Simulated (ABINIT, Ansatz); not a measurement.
# Re (Rhenium): from the cell to the phonon bands, part 4 of 4

Aim: the phonon dispersion of Re (Rhenium), checked by a second program.

ABINIT 10.8.3; DFT LDA, scalar-relativistic, plane waves, PseudoDojo norm-conserving pseudopotentials.

So far. Step 7 (Interpolated phonon bands): All branches are real along the path. Step 8 (Sums over the zone): At 300 K the heat capacity has reached 96 % of the Dulong-Petit value.

### Step 9. The same in Ansatz

A second program on the same cell, potentials, cutoff and meshes tests the implementation of the phonon response, not its convergence.

This step: DFT LDA, scalar-relativistic, plane waves, PseudoDojo norm-conserving pseudopotentials (Ansatz 0.2.0).

input.yaml reads:

```yaml
crystal:
  lattice:
    - [2.7350775542, 0.0, 0.0]
    - [-1.3675387771, 2.3686466432, 0.0]
    - [0.0, 0.0, 4.4194681367]
  atoms:
    - { symbol: Re, position: [0.3333333333, 0.6666666667, 0.25] }
    - { symbol: Re, position: [0.6666666667, 0.3333333333, 0.75] }
kpoints:
  mp_grid: { grid: [12, 12, 6] }
hamiltonian:
  xc: lda
  pseudopotentials: { kind: nc, accuracy: standard }
scf:
  occupations: { method: gaussian, width: 0.27211 }
output:
  eigenvalues: true
basis:
  ecutwfc: 816.342
phonons:
  method: dfpt
  qmesh: [3, 3, 2]
  temperatures: { t_max: 1000, t_step: 50 }
  qpath:
    path:
      - [[0.0, 0.0, 0.0], [0.5, 0.0, 0.0], [0.33333333, 0.33333333, 0.0], [0.0, 0.0, 0.0], [0.0, 0.0, 0.5], [0.5, 0.0, 0.5], [0.33333333, 0.33333333, 0.5], [0.0, 0.0, 0.5]]
      - [[0.5, 0.0, 0.5], [0.5, 0.0, 0.0]]
      - [[0.33333333, 0.33333333, 0.5], [0.33333333, 0.33333333, 0.0]]
    npoints: 10
  electrical_resistivity: { temperatures: [77, 300], mesh: [24, 24, 12] }
```

On the command line:

```bash
> ansatz run input.yaml --threads 16 --pin off --max-ram 32768MiB --backend cpu --events-out ev --progress --plain --runs-dir out
```

Numbers of over 12 decimals in the logs are rounded to 6 here.

Log:

```text
Warning: basis.ecutwfc = 816.342 eV is below the records' recommended 979.609905 eV, and the density's cutoff is lower with it unless basis.ecutrho_ratio is high enough to keep the records' density cutoff: compare with a run at a higher cutoff
Engine: ansatz 0.2.0, aarch64-unknown-linux-gnu
Pseudopotentials: kind: nc
Pseudopotential: Re, nc, valence charge 15, recommended cutoff 979.609905 eV (normal), Re.nc.azcp (PseudoDojo's, or run here from an input of PseudoDojo's; its table is named by hamiltonian.pseudopotentials.accuracy)
Functional definition: SPW92
  exchange = slater_x
  correlation = pw_c
Crystal: 2 atoms, lattice volume = 28.631 Å³
Basis set: ecut = 816.342 eV, 1521 PW (Γ), exchange–correlation on 54×54×96 points (8 copies of the dense FFT grid, shifted against one another)
Bands: 19, of which v1, the nominal top of the filled ones, is band 15 counted from 1 (14 counted from 0)
Symmetry: 24 space group operations
k-points: 76 of 864
Non-local potential: Re, projectors of the file, l = 0: 2, l = 1: 2, l = 2: 2, l = 3: 2
Initial density: superposition of atomic densities (chi_scale 0.1, normalization cell)
Initial wavefunctions: pseudopotential atomic-orbital guess
Functional: x = slater, c = lda
SCF iter   1: F=—  HF=-4728.389015 eV  |F-HF|=—  |Δ(HF+E_count)|=         —  Δρ=5.85e-2  dr2=8.95e-1  ethr=3.10e-3  ⟨swp⟩=6.1  Hψ=7374  notcnv=0
preconditioner: auto → none  [metal: Δε(μ)=0.034 eV  Ē_g=6.571 eV  σ=0.272 eV  W_gap=0.07  n_scr=8 (ndim 8)  ℏωp=26.0 eV  f_vac=0.000  D(μ)=1.56/eV (n_scr^D=22)  sad-step TF]
SCF iter   2: F=—  HF=-4728.124054 eV  |F-HF|=—  |Δ(HF+E_count)|=   2.65e-1  Δρ=3.18e-2  dr2=2.53e-1  ethr=2.98e-3  ⟨swp⟩=1.9  Hψ=2342  notcnv=0
SCF iter   3: F=—  HF=-4728.022956 eV  |F-HF|=—  |Δ(HF+E_count)|=   1.01e-1  Δρ=2.14e-3  dr2=5.68e-4  ethr=8.43e-4  ⟨swp⟩=3.1  Hψ=3130  notcnv=0
SCF iter   4: F=—  HF=-4728.022836 eV  |F-HF|=—  |Δ(HF+E_count)|=   1.20e-4  Δρ=3.26e-4  dr2=6.74e-6  ethr=1.89e-6  ⟨swp⟩=2.5  Hψ=2866  notcnv=0
SCF iter   5: F=—  HF=-4728.022836 eV  |F-HF|=—  |Δ(HF+E_count)|=   5.65e-7  Δρ=3.43e-5  dr2=2.44e-7  ethr=2.25e-8  ⟨swp⟩=3.6  Hψ=3118  notcnv=0
SCF iter   6: F=—  HF=-4728.022837 eV  |F-HF|=—  |Δ(HF+E_count)|=   1.81e-6  Δρ=7.34e-6  dr2=3.34e-9  ethr=8.12e-10  ⟨swp⟩=2.8  Hψ=2855  notcnv=0  defer=1
SCF iter   7: F=—  HF=-4728.022837 eV  |F-HF|=—  |Δ(HF+E_count)|=   1.63e-9  Δρ=1.55e-6  dr2=1.10e-10  ethr=1.11e-11  ⟨swp⟩=2.7  Hψ=2862  notcnv=0  defer=1
SCF iter   8: F=-4728.022837 eV  HF=-4728.022837 eV  |F-HF|=9.09e-13  |Δ(HF+E_count)|=  3.14e-10  Δρ=1.77e-7  dr2=1.22e-12  ethr=1.00e-12  ⟨swp⟩=12.6  Hψ=10669  notcnv=0
SCF 1 converged in 8 iterations: F = -4728.022837 eV  dr2 = 1.22e-12
NSCF: frozen V_eff on 76 k-points
WARN: eigensolver did not converge in 2 slots of this pass, the one above among them; of largest residual over every band (k=75): 1 band(s) unlocked (lowest unlocked band 18, counted from 0; max residual 3.22e-4 eV among the unlocked bands, 3.22e-4 eV over every band); of lowest unlocked band (k=62): band 18
NSCF: frozen V_eff on 172 k-points
DFPT response loops at q = (0, 0, 0) (fractional): preconditioner auto → Kerker (q_TF=auto, 2.750 Å⁻¹) (partly filled bands, converged f_vac=0.000); β = 1.00, the filter's whole step (`scf.mixing.beta` (0.50) is not read by the response loops under this deck's `scf.mixing.preconditioner`; to damp them name `kerker` or `kerker_dos`, under which they read `scf.mixing.beta`, and type it under 1.00, their step now; both keys bind the ground state too); Broyden in place of MSR1
NSCF: frozen V_eff on 344 k-points
DFPT response loops at q = (0, 0, -0.5) (fractional): mixed as the last ones told, above
NSCF: frozen V_eff on 624 k-points
DFPT response loops at q = (0, 0.333333, 0) (fractional): mixed as the last ones told, above
NSCF: frozen V_eff on 624 k-points
DFPT response loops at q = (0, 0.333333, -0.5) (fractional): mixed as the last ones told, above
NSCF: frozen V_eff on 624 k-points
DFPT response loops at q = (0.333333, 0.333333, 0) (fractional): mixed as the last ones told, above
NSCF: frozen V_eff on 624 k-points
DFPT response loops at q = (0.333333, 0.333333, -0.5) (fractional): mixed as the last ones told, above
SCF iter   1: F=—  HF=-4728.389015 eV  |F-HF|=—  |Δ(HF+E_count)|=         —  Δρ=5.85e-2  dr2=8.95e-1  ethr=3.10e-3  ⟨swp⟩=6.1  Hψ=7374  notcnv=0
SCF iter   2: F=—  HF=-4728.124054 eV  |F-HF|=—  |Δ(HF+E_count)|=   2.65e-1  Δρ=3.18e-2  dr2=2.53e-1  ethr=2.98e-3  ⟨swp⟩=1.9  Hψ=2342  notcnv=0
SCF iter   3: F=—  HF=-4728.022956 eV  |F-HF|=—  |Δ(HF+E_count)|=   1.01e-1  Δρ=2.14e-3  dr2=5.68e-4  ethr=8.43e-4  ⟨swp⟩=3.1  Hψ=3130  notcnv=0
SCF iter   4: F=—  HF=-4728.022836 eV  |F-HF|=—  |Δ(HF+E_count)|=   1.20e-4  Δρ=3.26e-4  dr2=6.74e-6  ethr=1.89e-6  ⟨swp⟩=2.5  Hψ=2866  notcnv=0
SCF iter   5: F=—  HF=-4728.022836 eV  |F-HF|=—  |Δ(HF+E_count)|=   5.65e-7  Δρ=3.43e-5  dr2=2.44e-7  ethr=2.25e-8  ⟨swp⟩=3.6  Hψ=3118  notcnv=0
SCF iter   6: F=—  HF=-4728.022837 eV  |F-HF|=—  |Δ(HF+E_count)|=   1.81e-6  Δρ=7.34e-6  dr2=3.34e-9  ethr=8.12e-10  ⟨swp⟩=2.8  Hψ=2855  notcnv=0  defer=1
SCF iter   7: F=—  HF=-4728.022837 eV  |F-HF|=—  |Δ(HF+E_count)|=   1.63e-9  Δρ=1.55e-6  dr2=1.10e-10  ethr=1.11e-11  ⟨swp⟩=2.7  Hψ=2862  notcnv=0  defer=1
SCF iter   8: F=-4728.022837 eV  HF=-4728.022837 eV  |F-HF|=9.09e-13  |Δ(HF+E_count)|=  3.20e-10  Δρ=1.78e-7  dr2=1.23e-12  ethr=1.00e-12  ⟨swp⟩=4.2  Hψ=4693  notcnv=0
SCF 2 converged in 8 iterations: F = -4728.022837 eV  dr2 = 1.23e-12
NSCF: frozen V_eff on 76 k-points
NSCF: frozen V_eff on 95 k-points
[...]
SCF converged after 8 iterations
Free energy (F): -4728.022837 eV
Harris-Foulkes:  -4728.022837 eV  (|F-HF|=9.09e-13)
Internal energy: -4727.959643 eV  (E = F + TS)
E sigma→0 (E₀):  -4727.991240 eV
Entropy (-TS):   -0.063195 eV (-31.597 meV/atom)
Fermi energy:    24.581895 eV
--- Per-component energies (eV) ---
  E_band       = -126.871967
  E_kinetic    = 1297.959916
  E_local      = -1932.926413  (includes V_loc(G=0)·N_el)
  E_nonlocal   = 194.403540
  E_hartree    = 504.194712
  E_xc         = -937.890949
  E_vxc        = -694.698430  (∫ρ·V_xc dr)
  E_ewald      = -3853.700449
  E_smearing   = -0.063195  (= −TS)
  E_closure    = 0.000000  (closes the sum)
  Σ components = -4728.022837   (vs F -4728.022837, Δ=0.00e0)
--- Band table (eV; the first three rows and the last of 76) ---
  k-point 0: bands = [... 11 lower, 22.9170, 22.9170, 23.7871, 23.7871, 24.7597, 24.7597, 25.3445, 28.0590]
  k-point 1: bands = [... 11 lower, 22.7751, 22.7751, 23.5808, 23.5808, 24.4395, 25.2164, 25.2164, 28.0868]
  k-point 2: bands = [... 11 lower, 22.6569, 22.6569, 22.8943, 23.1504, 23.1504, 26.1982, 26.1982, 27.9048]
  k-point 75: bands = [... 11 lower, 20.7536, 22.4174, 22.4174, 24.6198, 24.6198, 28.0525, 28.0525, 34.4735]
--- Phonons (Γ-DFPT): 2 representative perturbations + reference (Σ response iterations 8) ---
  ASR residual: 1.209e-4 → 0.000e0 eV/Å²; symmetrization residual: 1.510e-14 eV/Å²
  ASR residual per site (eV/Å²): 1.21e-4 1.21e-4
  Γ frequencies (cm⁻¹): 0.00 0.00 0.00 116.68 116.68 119.20
--- Phonons (arbitrary-q DFPT): 6 irreducible q on the 3×3×2 mesh ---
  q = [0.0000, 0.0000, 0.0000] (star 1, of the zone-centre solve; hermiticity 5.84e-15, symmetrization 2.92e-15): -0.00 0.00 0.00 116.68 116.68 119.20
  q = [0.0000, 0.0000, -0.5000] (star 1, 2 solved perturbations in 248 linear systems a pass and spin channel, the states on 172 of 864 k-point pairs; hermiticity 1.01e-13, symmetrization 7.17e-14, the responses' own estimated error 1.6e-7 eV/Å²): 84.52 84.52 84.52 84.52 170.96 170.96
  q = [0.0000, 0.3333, 0.0000] (star 6, 3 solved perturbations on 312 of 864 k-point pairs; hermiticity 2.90e-9, symmetrization 1.42e-14): 105.06 108.40 123.85 160.98 177.16 186.96
  q = [0.0000, 0.3333, -0.5000] (star 6, 3 solved perturbations on 312 of 864 k-point pairs; hermiticity 2.98e-9, symmetrization 3.89e-14): 119.67 119.67 120.28 120.28 186.40 186.40
  q = [0.3333, 0.3333, 0.0000] (star 2, 2 solved perturbations in 436 linear systems a pass and spin channel, the states on 312 of 864 k-point pairs; hermiticity 2.03e-10, symmetrization 2.03e-10): 130.68 158.10 158.10 161.80 195.60 195.60
  q = [0.3333, 0.3333, -0.5000] (star 2, 2 solved perturbations in 436 linear systems a pass and spin channel, the states on 312 of 864 k-point pairs; hermiticity 2.73e-10, symmetrization 5.55e-13): 55.99 55.99 162.91 162.91 198.01 198.01
  sum rule: each row above includes the acoustic sum rule's correction from the zone centre's row sums; it moved no ω² by more than (0.42 cm⁻¹)²
  mesh force constants: q→R imaginary residual 0.00e0; ASR residual 1.209e-4 → 0.000e0 eV/Å²; symmetrization residual 5.329e-15 eV/Å²
  interpolated dispersion: 93 rows × 6 modes
  density of states and harmonic sums: on the 27×27×14 q-mesh, interpolated from the force constants of a 3×3×2 supercell (no non-analytic term)
  largest difference from the sums on the solved wave vectors: F 3.00e-2 eV, S 4.44e-5 and C_V 1.43e-5 eV/K
  zero-point energy: 0.052344 eV/cell   skipped modes (ω ≤ 0): 3   left out of the sums: 4.90e-5 of the cell's modes: C_V's classical limit lies that fraction below 3 k_B per atom; for a crystal, a wire or a layer, F and S can be off by more, and a phonons.interpolated_qmesh denser along its periods is the remedy for the sampling
--- Electrical resistivity: potentials and phonons of a 3×3×2 supercell ---
  scattering by harmonic phonons alone, with no dipole-dipole term; scattering by other electrons, impurities, surfaces and spin disorder is left out, and so is spin–orbit coupling
  the resistivity is that of a variational response, whose dependence on the energy is improved iteratively
  at the Fermi level of each mesh (of a tensor a third of its trace):
           mesh   spin    states/(eV spin)  plasma energy (eV)         λ      λ_tr    ħω_log (meV)
       24×24×12                     0.7275              7.9689    0.6937    0.6580          15.523
        12×12×6                     0.7352              7.9510    0.7077    0.6786          15.645
          6×6×3                     8.1871              7.3731    1.2672    6.8364          16.880
  resistivity on the deck's mesh, µΩ·cm:
     T (K)       trace/3  mesh converged            xx            yy            zz    lowest order   relaxation time
     77.00      1.7665e0              no      1.9454e0      1.9454e0      1.4087e0        2.0158e0          1.8394e0
    300.00      1.2225e1              no      1.3528e1      1.3528e1      9.6193e0        1.2604e1          1.2462e1
  mean free path at 77 K (of a tensor a third of its trace): 40.6 nm by what each carries, 32.8 by the Fermi surface alone
  Hall coefficient in a weak field at 77 K (a third of the trace): 1.841e-10 m³/C (as a tensor it moves by 5.4 % between the two finest meshes); by each state's relaxation time: 1.849e-10 m³/C; by a constant relaxation time: 1.286e-10 m³/C
  mean free path at 300 K (of a tensor a third of its trace): 5.55 nm by what each carries, 4.75 by the Fermi surface alone
  Hall coefficient in a weak field at 300 K (a third of the trace): 1.852e-10 m³/C (as a tensor it moves by 4.6 % between the two finest meshes); by each state's relaxation time: 1.786e-10 m³/C; by a constant relaxation time: 1.302e-10 m³/C
  the resistivity times a path that all electrons share, by the Fermi surface of the deck's mesh alone (a third of the trace): 5.827e-16 Ω·m²
  not converged in the mesh (λ; λ_tr; the resistivity at 77 K by 6.12 %; the resistivity at 300 K by 6.50 %): between neighbouring meshes, the two finest first, λ moves by 2.01 % and 79.06 %, λ_tr by 3.14 % and 906.40 % and the resistivity by up to 6.50 % and 92.07 %; an estimate, no bound, puts it up to 9.5e-7 % above the Boltzmann equation's exact value after up to 3 iterations (at most 30 are made, fewer where the estimate is under 1.0e-6 % of each spin channel's own resistivity)
  vibrations of 18 cells: unjudged by the run; compare a larger repeat
  the changes of the potential over all sites missed a rigid shift's by 0.00 % (the site terms' by 0.00 %)
  at the force constants' own smearing the fine mesh and the k-points of their solves give squared frequencies that differ by 18.2 % of the larger at the most, at (0.3333, 0.3333, -0.5)
```

The job ended after 1.9 min (16 threads of Arm Neoverse V1, shared host; peak memory 1.9 GiB; 28 min of CPU time).

This step gave:

```
sum-rule residual before enforcement                               : 1.21e-4 eV/Å²
mean frequency                                                     : 140.7 cm⁻¹
Debye temperature (second moment)                                  : 270 K
logarithmic mean frequency                                         : 135.4 cm⁻¹
highest optical zone-centre mode (no LO-TO term)                   : 119.2 cm⁻¹
lowest mode on the q mesh (acoustic ones at the zone centre apart) : 55.99 cm⁻¹
zero-point energy per atom                                         : 26.17 meV
```

### Step 10. The two compared: ABINIT PseudoDojo and Ansatz, PseudoDojo

Numbers from this step:

```yaml
root_mean_square_difference: 0.02 cm⁻¹
largest_difference: 0.06 cm⁻¹
root_mean_square_difference_on_the_path: 0.1 cm⁻¹
largest_difference_on_the_path: 0.2 cm⁻¹
```

The interpolated bands of the two lie on top of each other.

At the solved wavevectors the largest difference (acoustic modes at Γ apart) is 0.03 % of the highest mode.

### Step 11. What came out

| Item | Value |
| --- | --- |
| space group after relaxation | P6_3/mmc |
| volume per atom | 14.3 Å³ |
| highest optical zone-centre mode (no LO-TO term) | 119.1 cm⁻¹ |
| lowest optical zone-centre mode | 116.7 cm⁻¹ |
| q mesh | 3×3×2 |
| lowest mode on the q mesh (acoustic ones at the zone centre apart) | 56.0 cm⁻¹ |
| zero-point energy per atom | 26.1 meV |
| heat capacity at 300 K | 24.0 J/(mol atoms K) |
| vibrational entropy at 300 K | 36.2 J/(mol atoms K) |
| imaginary modes on the q mesh | none |
| largest difference from Ansatz, PseudoDojo | 0.06 cm⁻¹ |

In words: Re (Rhenium) is dynamically stable on the 3×3×2 mesh; its spectrum reaches 212 cm⁻¹. At the LDA level the optical modes of Re (Rhenium) at the zone centre run from 117 to 119 cm⁻¹. Along axes with an odd number of divisions the mesh misses the zone-boundary points at one half, where instabilities often lie; those are only interpolated. The base run prints -0.57 GPa, mostly the error of a finite basis; the relaxation, with a smoothed and higher cutoff, had brought the cell to rest. ABINIT PseudoDojo and Ansatz, PseudoDojo agree to 0.06 cm⁻¹ (0.03 % of the highest mode compared) on all solved modes but the acoustic ones at Γ. These are harmonic frequencies at zero temperature: anharmonic shifts and linewidths and thermal expansion are left out. Spin-orbit coupling is left out, which can matter for the heavy elements here. In a metal the frequencies hang on the k mesh and the smearing, most of all near Kohn anomalies. Ansatz warns that the cutoff lies 17 % under the one recommended for these files; agreement at one cutoff is not convergence. Electron-phonon sums were run after this but are left out, since no second program bore their λ out within 30 %; a λ that a log prints is not taken as a result. The q mesh stands for a supercell only 8.2 Å across, so branches between the solved wavevectors are rough.

[Host names and launcher messages were left out of these logs when they were recorded.]

[Logs are printed without paths, hosts, clocks, repeated set-up lines and the standing remarks that a program may print on its own settings, such as how far it seeks lower states.]

[Hosts, paths, dates, database ids (printed as entryN), source tags and the programs' standing remarks are cut or masked in the printed files.]
